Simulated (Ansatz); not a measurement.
## Σ3 (111)[11-2] symmetric tilt boundary in Li (132 atoms): a reference run and its variants

The cell holds 132 atoms: 132 Li. Its edges and angles: a = 8.598 Å, b = 14.892 Å, c = 24.518 Å, α = 90.0°, β = 90.0°, γ = 90.0°. It derives from Li (bcc). Bcc Li (a = 3.51 Å); two grains mirrored in (111), tilt axis [11-2]; 1 x 3 boundary periods, 4 lattice periods a grain, two boundaries a cell, upper grain shifted by [0.795, 0.163] of the boundary cell and opened by 0.1 Å, one atom of each pair nearer than 2.28 Å removed; not relaxed, displaced by a Gaussian of 0.02 Å. Regions: lower grain, 72 atoms (72 Li); upper grain, 60 atoms (60 Li).

Geometry: as built.

Reference run: Kohn-Sham DFT, PBE, PAW (set soft_2), plane waves (Ansatz 0.2.0), cutoff 750 eV, k-mesh 2×1×1, fermi-dirac smearing of 0.1 eV.

| Quantity | Value |
| --- | --- |
| r.m.s. force component | 0.08353 eV/Å |
| spacing of highest filled and lowest empty level | 0.0507 eV |
| SCF cycles | 8 |
| time | 63 s on 8 threads of Arm Neoverse V2, shared host |

Variants, in no order:
A. support functions medium, spacing 0.296 Å (grid laid 0.287 Å)
B. support functions medium
C. support functions medium, spacing 0.463 Å (grid laid 0.454 Å)
D. support functions medium, spacing 0.334 Å (grid laid 0.310 Å)
E. support functions medium, spacing 0.386 Å (grid laid 0.358 Å)

Q: Order the variants from the smallest to the largest r.m.s. change of the forces.

B, A, D, E, C.

| variant | Δ force, r.m.s. (meV/Å) | share of r.m.s. force (%) | time over the reference's |
| --- | --- | --- | --- |
| B. support functions medium | 1.83 | 2.19 | 1.2 |
| A. support functions medium, spacing 0.296 Å (grid laid 0.287 Å) | 3.15 | 3.77 | 0.80 |
| D. support functions medium, spacing 0.334 Å (grid laid 0.310 Å) | 6.95 | 8.32 | 0.74 |
| E. support functions medium, spacing 0.386 Å (grid laid 0.358 Å) | 37.8 | 45.2 | 0.67 |
| C. support functions medium, spacing 0.463 Å (grid laid 0.454 Å) | 364 | 436 | 0.74 |

[Hosts, paths, dates, database ids (printed as entryN), source tags and the programs' standing remarks are cut or masked in the printed files.]
